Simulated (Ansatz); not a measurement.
# Sensitivity of the G0W0 gap of TePb (Fm-3m)

A base run on TePb (Fm-3m), then changed inputs.

Method: G0W0 on PBE, plane waves, PAW, in Ansatz 0.2.0.

**1. The structure**

It takes space group Fm-3m (No. 225, cubic). The conventional cell has a = 6.462 Å, b = 6.462 Å, c = 6.462 Å, α = 90.00°, β = 90.00°, γ = 90.00°. Te has 6 Pb at 3.23 Å nearest. Nearest to Pb lie 6 Te at 3.23 Å. Farther neighbours and most contacts between anions are not listed.

The cell and positions come from the Crystallography Open Database and are kept as given unless a step says otherwise. Spin-orbit coupling is left out unless a step names it. The default PAW set here is soft_2. Its files were made with PBE.

**2. The base run: 4×4×4 mesh, 201 empty bands, screening to 120 eV**

Now the one-shot GW correction: screening in the RPA, then the self-energy of the levels asked for.

The input, input.yaml:

```yaml
crystal:
  lattice:
    - [0.0, 3.231, 3.231]
    - [3.231, 0.0, 3.231]
    - [3.231, 3.231, 0.0]
  atoms:
    - { symbol: Te, position: [0.5, 0.5, 0.5] }
    - { symbol: Pb, position: [0.0, 0.0, 0.0] }
kpoints:
  mp_grid: { grid: [4, 4, 4] }
hamiltonian:
  xc: pbe
scf:
  occupations: { method: fixed }
gw:
  n_empty_bands: 201
  ecut_chi: 120
  qp_bands: [v2, c2]
  qp_kpoints: band_edges
  screening: { model: contour_deformation }
```

Command:

```bash
$ ansatz run input.yaml --threads 3 --pin off --max-ram 92160MiB --backend cuda --events-out ev --progress --plain --runs-dir out --devices 1 --max-vram 13GiB  # rebuilt from the run's record
```

Numbers of over 12 decimals in the logs are rounded to 6 here.

What it wrote:

```text
GPUs: using 1 of 1 available (devices: 1).
Engine: ansatz 0.2.0, x86_64-unknown-linux-gnu
Pseudopotentials: kind: paw
Pseudopotential: Te, paw, valence charge 16, recommended cutoff 420 eV (normal), Te.paw.azcp
Pseudopotential: Pb, paw, valence charge 14, recommended cutoff 420 eV (normal), Pb.paw.azcp
Functional definition: PBE
  parameter kappa = 0.804
  parameter beta = 0.066725
  exchange = pbe_x(kappa = kappa, mu = beta*pi^2/3)
  correlation = pbe_c(beta = beta)
device memory: the entry about to start is reckoned to put 1.0 GiB on a device that reports 22.5 GiB free (of which the cap on the GPU budget leaves the run 13.0 GiB)
GPU FFT provider: cuFFT
GPU libraries: cuBLAS 13.8.2, cuFFT 12.4.0, cuSOLVER 12.3.4
Crystal: 2 atoms, lattice volume = 67.459 Å³
Basis set: ecut = 420 eV, 1363 PW (Γ)
Bands: 19, of which v1, the nominal top of the filled ones, is band 15 counted from 1 (14 counted from 0)
Symmetry: 48 space group operations
Space group: Fm-3m (ITA 225), of the structure as read, at distance tolerance 4.1e-5 Å
k-points: 8 of 64
Non-local potential: Te, projectors of the file, l = 0: 2, l = 1: 2, l = 2: 2, l = 3: 2
Non-local potential: Pb, projectors of the file, l = 0: 2, l = 1: 2, l = 2: 2, l = 3: 2
PAW form: soft (Blöchl's): semilocal exchange-correlation on the pseudo side does not see the compensation charge
PAW one-centre angular grid: Te, 590 points (default); XC on 64 Gauss nodes
PAW one-centre angular grid: Pb, 590 points (default); XC on 64 Gauss nodes
Initial density: superposition of atomic densities (neutral atoms: chi_scale 0, normalization atom), corrected by the library's trained network
Initial wavefunctions: pseudopotential atomic-orbital guess
GPU buffer pool allocated for 32768 grid points (all kernels)
GPU transforms: local potential and band sums: pruned to the plane-wave sphere, on 30×32×32
Functional: x = pbe(κ = 0.804, μ = 0.219515), c = pbe(β = 0.066725)
SCF iter   1: F=—  HF=-18887.158629 eV  |F-HF|=—  |Δ(HF+E_count)|=         —  Δρ=5.73e-4  dr2=2.01e-4  ethr=1.77e-3  ⟨swp⟩=4.9  Hψ=637  notcnv=0  defer=13
preconditioner: auto → none  [insulator: Δε(μ)=0.728 eV  Ē_g=14.751 eV  n_scr=14 (ndim 8)  ℏωp=20.2 eV  f_vac=0.014  ε∞_Penn≈2.9]
SCF iter   2: F=—  HF=-18887.156821 eV  |F-HF|=—  |Δ(HF+E_count)|=   1.81e-3  Δρ=3.95e-4  dr2=9.84e-5  ethr=6.71e-7  ⟨swp⟩=3.0  Hψ=404  notcnv=0  defer=13
SCF iter   3: F=—  HF=-18887.156834 eV  |F-HF|=—  |Δ(HF+E_count)|=   1.27e-5  Δρ=1.46e-4  dr2=1.11e-5  ethr=3.28e-7  ⟨swp⟩=2.0  Hψ=224  notcnv=0  defer=11
SCF iter   4: F=—  HF=-18887.156851 eV  |F-HF|=—  |Δ(HF+E_count)|=   1.70e-5  Δρ=5.26e-5  dr2=1.45e-6  ethr=3.72e-8  ⟨swp⟩=3.0  Hψ=269  notcnv=0  defer=13
[...]
E_nonlocal   = 39.828284
  E_hartree    = 1254.958915
  E_xc         = -345.567449
  E_vxc        = -237.115506  (∫ρ·V_xc dr)
  E_paw        = -15066.524547  (= ΣΔE_a)
  E_vpaw       = -712.291635  (= ΣTr[D̂ρ^β])
  E_aug_tail   = -0.000145  (compensation charges beyond the density's cutoff)
  E_ewald      = -2852.919164
  E_smearing   = -0.000000  (= −TS)
  E_closure    = 0.000000  (closes the sum)
  Σ components = -18887.156852   (vs F -18887.156852, Δ=0.00e0)
--- Band table (eV; the first three rows and the last of 8) ---
  k-point 0: bands = [... 11 lower, 3.1081, 7.3493, 7.3493, 7.3493, 12.7761, 12.7761, 12.7761, 14.5178]
  k-point 1: bands = [... 11 lower, 1.6917, 7.5128, 7.5128, 8.0447, 10.8218, 11.1516, 11.1516, 14.6605]
  k-point 2: bands = [... 11 lower, 0.1200, 7.8071, 7.8071, 8.7024, 9.4321, 9.9715, 9.9715, 17.0765]
  k-point 7: bands = [... 11 lower, 0.7258, 4.9120, 4.9120, 8.3396, 10.3712, 13.9228, 13.9228, 15.5501]
--- G₀W₀: contour deformation, 7 samples at zero and on the imaginary axis and 1 off it, 64 q-points, 201 empty bands' worth ---
  eigenvalues of the whole cell's RPA ε∞ on this k-mesh (on a slab, of 1 + 4πα/V) = 39.0973, 39.0973, 39.0973; static W/v taken at q = 0 is 0.025577
  bands read: the sum over 216 bands ends inside a degenerate multiplet in 1 slot, whose members it reads at an even weight; the widest, k=2: bands 216 to 217 (counted from 1) at 1/2 each
  gw.qp_kpoints: band_edges: 3 of 8 stored k-points solved, in 1 pass; an edge of the gap read off the rows below is read off those points alone
    valence top: of the k-points left out ik 1 came nearest to being solved in a further pass, in band 15 (counted from 1, as in the quasiparticle table): it holds the edge there only if its correction is more favourable than any solved in that band by at least 0.658 eV; those differ by 0.045 eV
    conduction bottom: of the k-points left out ik 1 came nearest to being solved in a further pass, in band 16 (counted from 1, as in the quasiparticle table): it holds the edge there only if its correction is more favourable than any solved in that band by at least 1.390 eV; those differ by 0.064 eV
    ik  band        ε_KS         Σx   Σc(E_QP)       V_xc       Z   E_QP_lin       E_QP  E_QP is
     2    14      7.8071   -15.6667     1.4591   -13.7664  0.7371     7.3599     7.3660  root
     2    15      8.7024   -15.4124     0.5389   -14.5302  0.7579     8.3566     8.3591  root
     2    16      9.4321    -8.0441    -3.4093   -11.3153  0.7726     9.2944     9.2941  root
     2    17      9.9715    -8.4711    -3.3368   -11.6870  0.7655     9.8509     9.8506  root
     5    14      7.6159   -15.1905     1.4074   -13.3492  0.7353     7.1758     7.1822  root
     5    15      8.0764   -14.5116     0.6981   -13.4450  0.7513     7.7045     7.7079  root
     5    16     10.3778    -9.5562    -3.4398   -12.9047  0.7597    10.2868    10.2865  root
     5    17     10.4826    -9.2081    -3.3980   -12.5130  0.7573    10.3897    10.3894  root
     7    14      4.9120   -14.5507     2.8128   -11.3363  0.6764     4.5007     4.5104  root
     7    15      8.3396   -15.7510     1.0010   -14.3615  0.7477     7.9475     7.9511  root
     7    16     10.3712    -8.7103    -3.5852   -12.2213  0.7613    10.2971    10.2969  root
     7    17     13.9228    -7.2188    -4.6524   -11.7456  0.7332    13.7975    13.7971  root
[key lines of the parts left out:]
SCF converged after 6 iterations
Free energy (F): -18887.156852 eV
Fermi energy:    8.702420 eV
```

It took 7 s on 1 × NVIDIA H100 80GB HBM3 (shared by 6 runs) with 3 threads of AMD EPYC 7R13 (Zen 3), shared host; peak memory 1.1 GiB.

This step gave:

```
bands summed                                 : 216
RPA ε∞ on this mesh (eigenvalues)            : 39.10, 39.10, 39.10
plane waves in the screening matrix          : 181
q-points in the mesh                         : 64
G0W0 gap on the mesh                         : 0.9349 eV
k of the valence top                         : 0, 0, -0.5
k of the conduction bottom                   : 0, 0, -0.5
starting gap on the mesh                     : 0.7297 eV
Z at the valence top                         : 0.7579
Z at the conduction bottom                   : 0.7726
least direct G0W0 gap on the computed points : 0.9349 eV
```

The gap on the mesh goes from 0.73 eV to 0.93 eV, a correction of +0.21 eV. Between the two edge states, bare exchange in place of the xc potential would open the gap by 4.15 eV, and correlation takes back 3.95 eV.

**3. Variant: all filled levels at the zone centre**

input.yaml, the sections that differ from step 2:

```yaml
gw:
  n_empty_bands: 153
  ecut_chi: 100
  qp_bands: [lowest, c2]
  qp_kpoints: [[0, 0, 0]]
  screening: { model: contour_deformation }
# crystal, kpoints, hamiltonian, scf: as in step 2
```

What it wrote:

```text
GPUs: using 1 of 1 available (devices: 1).
[...]
GPU FFT provider: cuFFT
GPU libraries: cuBLAS 13.8.2, cuFFT 12.4.0, cuSOLVER 12.3.4
Crystal: 2 atoms, lattice volume = 67.459 Å³
Basis set: ecut = 420 eV, 1363 PW (Γ)
Bands: 19, of which v1, the nominal top of the filled ones, is band 15 counted from 1 (14 counted from 0)
[... 1 set-up line as in the run before ...]
[...]
k-points: 8 of 64
[...]
GPU buffer pool allocated for 32768 grid points (all kernels)
[...]
SCF iter   1: F=—  HF=-18887.158629 eV  |F-HF|=—  |Δ(HF+E_count)|=         —  Δρ=5.73e-4  dr2=2.01e-4  ethr=1.77e-3  ⟨swp⟩=4.9  Hψ=637  notcnv=0  defer=13
[...]
SCF iter   6: F=-18887.156852 eV  HF=-18887.156852 eV  |F-HF|=1.14e-7  |Δ(HF+E_count)|=   1.30e-7  Δρ=1.11e-5  dr2=9.07e-8  ethr=3.33e-10  ⟨swp⟩=5.1  Hψ=730  notcnv=0
SCF 1 converged in 6 iterations: F = -18887.156852 eV  dr2 = 9.07e-8
[...]
NSCF: frozen V_eff on 8 k-points
[...]
G₀W₀ screening: q 1/8
[... further progress lines ...]
[...]
SCF converged after 6 iterations
Free energy (F): -18887.156852 eV
[...]
Internal energy: -18887.156852 eV  (E = F + TS)
E sigma→0 (E₀):  -18887.156852 eV
Fermi energy:    8.702420 eV
[...]
--- Band table (eV; the first three rows and the last of 8) ---
  k-point 0: bands = [... 11 lower, 3.1081, 7.3493, 7.3493, 7.3493, 12.7761, 12.7761, 12.7761, 14.5178]
  k-point 1: bands = [... 11 lower, 1.6917, 7.5128, 7.5128, 8.0447, 10.8218, 11.1516, 11.1516, 14.6605]
  k-point 2: bands = [... 11 lower, 0.1200, 7.8071, 7.8071, 8.7024, 9.4321, 9.9715, 9.9715, 17.0765]
  k-point 7: bands = [... 11 lower, 0.7258, 4.9120, 4.9120, 8.3396, 10.3712, 13.9228, 13.9228, 15.5501]
[...]
`?` marks the rows in doubt; gw_qp.tsv's column doubts and the gw_qp event give each row's grounds
[...]
0     1    -27.4612   -52.0512     9.0768   -40.8864  0.6470   -29.7926   -29.5492  root ?
     0     2    -27.4612   -52.0512     9.0768   -40.8864  0.6470   -29.7926   -29.5492  root ?
     0     3    -27.4555   -52.0472     9.0681   -40.8940  0.6468   -29.7847   -29.5406  root ?
     0     4    -27.4555   -52.0472     9.0681   -40.8940  0.6468   -29.7847   -29.5406  root ?
     0     5    -27.4555   -52.0472     9.0681   -40.8940  0.6468   -29.7847   -29.5406  root ?
     0     6     -8.0355   -40.4955     6.5947   -32.2681  0.6808    -9.8375    -9.6683  root ?
     0     7     -8.0355   -40.4955     6.5947   -32.2681  0.6808    -9.8375    -9.6683  root ?
     0     8     -8.0268   -40.4403     6.5487   -32.2659  0.6789    -9.8263    -9.6524  root ?
     0     9     -8.0268   -40.4403     6.5487   -32.2659  0.6789    -9.8263    -9.6524  root ?
     0    10     -8.0268   -40.4403     6.5487   -32.2659  0.6789    -9.8263    -9.6524  root ?
     0    11     -3.3225   -20.6165     6.4135   -14.0887  0.5915    -3.4374    -3.4369  root ?
     0    12      3.1081   -20.0102     2.2341   -17.5895  0.7194     2.9208     2.9215  root
     0    13      7.3493   -15.3420     1.7118   -13.2715  0.7294     6.9868     6.9907  root
     0    14      7.3493   -15.3420     1.7118   -13.2715  0.7294     6.9868     6.9907  root
     0    15      7.3493   -15.3420     1.7118   -13.2715  0.7294     6.9868     6.9907  root
     0    16     12.7761    -8.3160    -4.5920   -12.9101  0.7231    12.7782    12.7782  root
     0    17     12.7761    -8.3160    -4.5920   -12.9101  0.7231    12.7782    12.7782  root
```

Wall time 5.8 s (1 × NVIDIA H100 80GB HBM3 (shared by 6 runs) with 3 threads); peak memory 1.1 GiB.

Absolute levels on the run's own zero. QP, by row:

```csv
k index,band,KS (eV),Sigma_x (eV),Sigma_c (eV),Vxc (eV),Z,QP linearised (eV),QP (eV),source,doubts
0,1,-27.46,-52.05,9.077,-40.89,0.647,-29.79,-29.55,root,energies_apart
0,2,-27.46,-52.05,9.077,-40.89,0.647,-29.79,-29.55,root,energies_apart
0,3,-27.46,-52.05,9.068,-40.89,0.6468,-29.78,-29.54,root,energies_apart
0,4,-27.46,-52.05,9.068,-40.89,0.6468,-29.78,-29.54,root,energies_apart
0,5,-27.46,-52.05,9.068,-40.89,0.6468,-29.78,-29.54,root,energies_apart
0,6,-8.036,-40.5,6.595,-32.27,0.6808,-9.838,-9.668,root,energies_apart
0,7,-8.036,-40.5,6.595,-32.27,0.6808,-9.838,-9.668,root,energies_apart
0,8,-8.027,-40.44,6.549,-32.27,0.6789,-9.826,-9.652,root,energies_apart
0,9,-8.027,-40.44,6.549,-32.27,0.6789,-9.826,-9.652,root,energies_apart
0,10,-8.027,-40.44,6.549,-32.27,0.6789,-9.826,-9.652,root,energies_apart
0,11,-3.322,-20.62,6.413,-14.09,0.5915,-3.437,-3.437,root,z_under_floor
0,12,3.108,-20.01,2.234,-17.59,0.7194,2.921,2.921,root,
0,13,7.349,-15.34,1.712,-13.27,0.7294,6.987,6.991,root,
0,14,7.349,-15.34,1.712,-13.27,0.7294,6.987,6.991,root,
0,15,7.349,-15.34,1.712,-13.27,0.7294,6.987,6.991,root,
0,16,12.78,-8.316,-4.592,-12.91,0.7231,12.78,12.78,root,
0,17,12.78,-8.316,-4.592,-12.91,0.7231,12.78,12.78,root,
```

Against the base:

```csv
setting,base,variant
empty bands,201,153
screening cutoff (eV),120,100
levels asked,v2 to c2,lowest to c2
points asked,band edges,"[[0, 0, 0]]"
```

**4. Outcome**

```
base                                 : 0.93 eV, 7 s
all filled levels at the zone centre : direct gap at the listed points 5.79 eV, 5.8 s
```

**Reading.** All filled levels at the zone centre: only the listed points were computed; the least direct gap there is 5.79 eV, with empty bands, screening cutoff, levels asked and points asked changed against the base. All runs here use a coarse mesh and modest cutoffs; they test settings and are not final values. The 4×4×4 mesh is coarse for this cell (its supercell is 18 Å along the shortest edge). The RPA ε∞ on it, from the PBE start, is 39.10; such meshes misread the long-range screening, most where the gap is narrow. Where an edge is built on 6p states of lead, bismuth or thallium, scalar-relativistic gaps usually stand too wide, by a few tenths to over one eV. With atoms this heavy and so narrow a gap, spin-orbit coupling can invert the bands. These scalar-relativistic gaps are then model values, not to be set against experiment, and a spin-orbit change taken from DFT can't simply be added. The RPA ε∞ on this mesh reaches over 25; with a narrow direct gap a coarse mesh can overstate it, and the correction is then too small.

[Paths, hosts, dates, memory and timing lines, banners, echoed tables and standing remarks are left out of the program output.]

[Logs are printed without paths, hosts, clocks, repeated set-up lines and the standing remarks that a program may print on its own settings, such as how far it seeks lower states.]

[Runs of the session that timed out or met a known fault of the program may be left out.]

[Cells called generated may have been cut or substituted from an entry of the Crystallography Open Database or the Materials Project.]

[Hosts, paths, dates, database ids (printed as entryN), source tags and the programs' standing remarks are cut or masked in the printed files.]
